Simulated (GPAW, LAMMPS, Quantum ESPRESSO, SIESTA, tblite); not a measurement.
# SIESTA on amorphous carbon (150 atoms): settings against a plane-wave reference, part 2 of 2

Wanted: SIESTA inputs and outputs for amorphous carbon (150 atoms), checked against a plane-wave reference.

Program: SIESTA 5.4.2; the method stands at each step. Banners, paths, timers and routine set-up lines are dropped from the logs unmarked, and long logs keep their key lines alone; longer cuts are marked. The potentials were converted by us to PSML.

So far. Step 3 (PBE, SZ, shift 0.01 Ry, mesh 300 Ry): Against the first run (14 %), the force difference from the reference is 51 %, at 0.22 times the CPU time (on 1 against 4 cores), with 600 basis functions against 1950: the smaller basis costs accuracy. Step 4 (PBE, TZP, shift 0.01 Ry, mesh 300 Ry): Against the first run (14 %), the force difference from the reference is 12 %, at 1.5 times the CPU time, with 2550 basis functions against 1950: the larger basis brings the forces nearer.

## Step 5: PBE, DZP, shift 0.01 Ry, mesh 100 Ry

Method: Kohn-Sham DFT, PBE, PseudoDojo 0.4.1 norm-conserving pseudopotentials (converted to PSML), numerical atomic orbitals (DZP), diagonalisation.

input.fdf

```
SystemLabel cell
NumberOfAtoms 150
NumberOfSpecies 1
%block ChemicalSpeciesLabel
  1 6 C
%endblock ChemicalSpeciesLabel
LatticeConstant 1.0 Ang
%block LatticeVectors
  11.98460 0.00000 0.00000
  0.00000 11.98460 0.00000
  0.00000 0.00000 11.98460
%endblock LatticeVectors
PAO.BasisSize DZP
PAO.EnergyShift 0.01 Ry
XC.Functional GGA
XC.Authors PBE
MeshCutoff 100 Ry
%block kgrid_Monkhorst_Pack
  1 0 0 0.0
  0 1 0 0.0
  0 0 1 0.0
%endblock kgrid_Monkhorst_Pack
SolutionMethod diagon
OccupationFunction FD
ElectronicTemperature 580 K
SCF.Mixer.Method Pulay
SCF.Mixer.Weight 0.05
SCF.Mixer.History 8
SCF.Mix Hamiltonian
MaxSCFIterations 300
SCF.DM.Tolerance 1e-04
SCF.H.Tolerance 1.0e-3 eV
WriteForces T
Write.HirshfeldPop T
Write.VoronoiPop T
Write.DM F
Write.H F
XML.Write F
AtomicCoordinatesFormat Fractional
%block AtomicCoordinatesAndAtomicSpecies
[... 150 atom lines left out: the same atoms as in the first run ...]
%endblock AtomicCoordinatesAndAtomicSpecies
```

Run with:

```
OMP_NUM_THREADS=1 mpirun -np 4 siesta < input.fdf > output.txt
```

Output:

```text
Version         : 5.4.2
reinit: System Name:
reinit: System Label: cell
initatom: Reading input for the pseudopotentials and atomic orbitals ----------
Species number:   1 Atomic number:    6 Label: C
Ground state valence configuration (from tables):   2s02  2p02  3d00  4f00
---- Processing specs for species: C
GGA--PBE XC_GGA_X_PBE--XC_GGA_C_PBE pb
[... lines left out ...]
        iscf     Eharris(eV)        E_KS(eV)     FreeEng(eV)     dDmax    Ef(eV) dHmax(eV)
[... lines left out ...]
SCF Convergence by DM+H criterion
[... lines left out ...]
SCF cycle converged after 23 iterations
[... lines left out ...]
   Max    6.779608
[... lines left out ...]
   Max    6.779608    constrained
Stress tensor Voigt[x,y,z,yz,xz,xy] (kbar):       37.18       61.04       69.14       -3.53        3.13      -18.82
[... lines left out ...]
siesta: FreeEng =    -24396.427059
[... lines left out ...]
siesta:         Fermi =      -4.838104
[... lines left out ...]
siesta:    -0.011749    0.038100   -0.002204
siesta:     0.001953   -0.002204    0.043152
siesta: Cell volume =       1721.355734 Ang**3
siesta: Pressure (static):
siesta:                Solid            Molecule  Units
siesta:          -0.00037923         -0.00047632  Ry/Bohr**3
siesta:          -0.03481957         -0.04373402  eV/Ang**3
siesta:         -55.78710538        -70.06962994  kBar
    Orbital volume contribution        =          56.955341 eV
    (Free)E + p_basis*V_orbitals       =      -24339.471718 eV
    (Free)Eharris+ p_basis*V_orbitals  =      -24339.471716 eV
Hirshfeld Atomic Populations:
Atom #   charge [q] valence [e]  Species
     1     0.013970    3.986030  C
     2     0.013536    3.986464  C
     3     0.000683    3.999317  C
[...]
--------------------
 Total    -0.000084
Voronoi Atomic Populations:
Atom #   charge [q] valence [e]  Species
[...]
149     0.012086    3.987914  C
   150     0.018618    3.981382  C
--------------------
 Total    -0.000055
```

Wall time 61 s (4 MPI ranks of Arm Neoverse V2, shared host); peak memory 1.4 GiB.

Compared with the plane-wave run:

```yaml
r_m_s_force_component: 1.66 eV/Å
r_m_s_difference_of_force_components: 221.1 meV/Å
longest_difference_of_force_vectors: 1057 meV/Å
force_difference_over_r_m_s_force: 13.62 %
slope_of_forces_against_the_reference_s: 1.014
correlation_of_force_components: 0.9912
pressure: -5.579 GPa
pressure_difference: 5.07 GPa
energy_less_the_same_level_run_s: 0.4907 meV/atom
r_m_s_force_difference_from_the_same_level_run: 2.406 meV/Å
```

This is a coarse setting, run to see what it loses.

Against the first run (14 %), the force difference from the reference is 14 %, at 0.49 times the CPU time: the change moves forces by 2.4 meV/Å r.m.s., so most of the difference comes from elsewhere.

## Step 6: PBE, SZP, shift 0.01 Ry, mesh 300 Ry

Method: Kohn-Sham DFT, PBE, PseudoDojo 0.4.1 norm-conserving pseudopotentials (converted to PSML), numerical atomic orbitals (SZP), diagonalisation.

Changes to input.fdf since step 5:

```diff
@@ -12,3 +12,3 @@
 %endblock LatticeVectors
-PAO.BasisSize DZP
+PAO.BasisSize SZP
 PAO.EnergyShift 0.01 Ry
@@ -16,3 +16,3 @@
 XC.Authors PBE
-MeshCutoff 100 Ry
+MeshCutoff 300 Ry
 %block kgrid_Monkhorst_Pack
```

Run with:

```
OMP_NUM_THREADS=1 mpirun -np 2 siesta < input.fdf > output.txt
```

Output:

```text
Version         : 5.4.2
reinit: System Name:
reinit: System Label: cell
initatom: Reading input for the pseudopotentials and atomic orbitals ----------
Species number:   1 Atomic number:    6 Label: C
Ground state valence configuration (from tables):   2s02  2p02  3d00  4f00
---- Processing specs for species: C
GGA--PBE XC_GGA_X_PBE--XC_GGA_C_PBE pb
C pseudopotential only contains V_ls up to l=1 -- lmxkb reset.
Using PAO.SplitTailNorm
%block ChemicalSpeciesLabel
    1    6 C                       # Species index, atomic number, species label
%endblock ChemicalSpeciesLabel
%block PAO.Basis                 # Define Basis set
C                     2                    # Species label, number of l-shells
 n=2   0   1                         # n, l, Nzeta
   4.484
   1.000
[... lines left out ...]
Total number of electrons:   600.000000
[... lines left out ...]
stepf: Fermi-Dirac step function
        iscf     Eharris(eV)        E_KS(eV)     FreeEng(eV)     dDmax    Ef(eV) dHmax(eV)
[... lines left out ...]
SCF Convergence by DM+H criterion
[... lines left out ...]
SCF cycle converged after 21 iterations
[... lines left out ...]
   Max    7.081726
[... lines left out ...]
   Max    7.081726    constrained
Stress tensor Voigt[x,y,z,yz,xz,xy] (kbar):      -51.36      -27.24      -26.82       -5.39       -7.52      -21.07
[... lines left out ...]
Target enthalpy (eV/cell)   -24263.0452
siesta: Program's energy decomposition (eV):
siesta: Ebs     =     -8527.943411
siesta: Eions   =     42324.257709
siesta: Ena     =     11267.569751
siesta: Ekin    =     15368.356695
siesta: Enl     =      -499.837490
siesta: DEna    =       301.226612
siesta: DUscf   =        18.591274
siesta: Ex      =     -7639.716957
siesta: Ec      =      -754.562827
siesta: Exc     =     -8394.279785
siesta: Eharris =    -24262.630663
siesta: Etot    =    -24262.630652
siesta: FreeEng =    -24263.045169
siesta: Final energy (eV):
siesta:  Band Struct. =   -8527.943411
siesta:       Kinetic =   15368.356695
siesta:       Hartree =   12973.572694
siesta:         Exch. =   -7639.716957
siesta:         Corr. =    -754.562827
siesta:   Exch.-corr. =   -8394.279785
siesta:  Ion-electron =  -40714.936782
siesta:       Ion-ion =   -3495.343474
siesta:         Total =  -24262.630652
siesta:         Fermi =      -5.760525
siesta: Stress tensor (static) (eV/Ang**3):
siesta:    -0.032058   -0.013152   -0.004692
siesta:    -0.013151   -0.017005   -0.003365
siesta:    -0.004693   -0.003365   -0.016737
siesta: Cell volume =       1721.355734 Ang**3
siesta: Pressure (static):
siesta:                Solid            Molecule  Units
siesta:           0.00023888          0.00018702  Ry/Bohr**3
siesta:           0.02193318          0.01717114  eV/Ang**3
siesta:          35.14083092         27.51119986  kBar
    Orbital volume contribution        =          47.815189 eV
    (Free)E + p_basis*V_orbitals       =      -24215.229980 eV
    (Free)Eharris+ p_basis*V_orbitals  =      -24215.229991 eV
Hirshfeld Atomic Populations:
Atom #   charge [q] valence [e]  Species
     1     0.011408    3.988592  C
     2     0.011552    3.988448  C
     3     0.003200    3.996800  C
[...]
--------------------
 Total    -0.000017
Voronoi Atomic Populations:
Atom #   charge [q] valence [e]  Species
[...]
149     0.011901    3.988099  C
   150     0.017564    3.982436  C
--------------------
 Total    -0.000016
```

The job ended after 2.7 min (2 MPI ranks; peak memory 1.6 GiB; 5.3 min of CPU time).

Against the reference:

```
r.m.s. force component                  : 1.723 eV/Å
r.m.s. difference of force components   : 530.7 meV/Å
longest difference of force vectors     : 2287 meV/Å
force difference over r.m.s. force      : 32.71 %
slope of forces against the reference's : 1.01
correlation of force components         : 0.9514
pressure                                : 3.514 GPa
pressure difference                     : 14.16 GPa
```

This is a coarse setting, run to see what it loses.

Against the first run (14 %), the force difference from the reference is 33 %, at 0.65 times the CPU time (on 2 against 4 cores), with 1350 basis functions against 1950: the smaller basis costs accuracy.

## Step 7: All runs compared

Differences are against the plane-wave reference, forces as r.m.s. over components; share is that over the reference's r.m.s. force, slope the least-squares factor from reference forces to these. Total energies of different programs have different zeros and aren't compared.

```csv
run,"Δ force, r.m.s. (meV/Å)",share (%),slope,Δ pressure (GPa),cores,CPU time,memory (GiB)
reference,-,-,-,-,4,14 min,6.1
"SIESTA PBE, DZP, shift 0.01 Ry, mesh 300 Ry",221,13.6,1.014,5.07,4,8.3 min,2.2
"SIESTA PBE, SZ, shift 0.01 Ry, mesh 300 Ry (coarse)",826,50.9,1.057,24.1,1,1.8 min,0.72
"SIESTA PBE, TZP, shift 0.01 Ry, mesh 300 Ry",193,11.9,1.013,4.60,4,12 min,2.9
"SIESTA PBE, DZP, shift 0.01 Ry, mesh 100 Ry (coarse)",221,13.6,1.014,5.07,4,4.1 min,1.4
"SIESTA PBE, SZP, shift 0.01 Ry, mesh 300 Ry (coarse)",531,32.7,1.010,14.2,2,5.3 min,1.6
```

Rows marked coarse were listed beforehand as settings not expected to be converged; some can still land near the reference.

CPU time is summed over cores on a shared host, where runs went side by side, so it is rough. Symmetry, cutoffs, thresholds, outputs and thread counts weren't matched or tuned between programs; memory under MPI is the largest rank's times the ranks.

Within one program, basis, potentials and functional, energies share a zero. Each run against its twin at the usual cutoff or grid and solver:

```csv
run,twin,Δ energy (meV/atom),"Δ force, r.m.s. (meV/Å)",CPU time over the twin's
"SIESTA PBE, DZP, shift 0.01 Ry, mesh 100 Ry","DZP, shift 0.01 Ry, mesh 300 Ry",0.491,2.41,0.49
```

## Step 8: Summary of results

```yaml
nearest_in_forces: SIESTA PBE, TZP, shift 0.01 Ry, mesh 300 Ry, 12 %
its_cpu_time: 12 min
```

The PBE runs in local orbitals, coarse settings apart, differ by 12 % (SIESTA PBE, TZP, shift 0.01 Ry, mesh 300 Ry) to 14 % (SIESTA PBE, DZP, shift 0.01 Ry, mesh 300 Ry); basis, grid and potentials can all enter. Runs with settings chosen to be coarse differ by 14 % (SIESTA PBE, DZP, shift 0.01 Ry, mesh 100 Ry) to 51 % (SIESTA PBE, SZ, shift 0.01 Ry, mesh 300 Ry), their programs' other errors included. Of the electronic-structure runs that take under half the reference's CPU time, SIESTA PBE, DZP, shift 0.01 Ry, mesh 100 Ry comes nearest, at 14 % in 4.1 min against 14 min; its pressure misses by +5.1 GPa. In pressure, SIESTA PBE, SZ, shift 0.01 Ry, mesh 300 Ry misses by +24.1 GPa, at the same functional. The reference's pressure holds the uncorrected Pulay stress of its 45 Ry basis, so small pressure differences, and their order, may be the reference's own error. The quench rate of 100 K/ps is many orders above laboratory rates, so the cell is likely richer in defects and strain than a real sample. The network of bonds at the start is that of the classical potential that made the cell, and needn't be the one that DFT or experiment would give. The reference's stress is far from hydrostatic: its diagonal is -8.9, -10.9, -12.2 GPa, compression counted positive. The electronic-structure runs sample only Γ, in a cell whose shortest periodic width is 12 Å, which is coarse for a cell with partly filled levels.

[Also dropped from logs without a mark: logging warnings of Python, and SIESTA's first energy breakdown and zero terms.]

[Logs are printed without paths, hosts, clocks, repeated set-up lines and the standing remarks that a program may print on its own settings, such as how far it seeks lower states.]

[Hosts, paths, dates, database ids (printed as entryN), source tags and the programs' standing remarks are cut or masked in the printed files.]
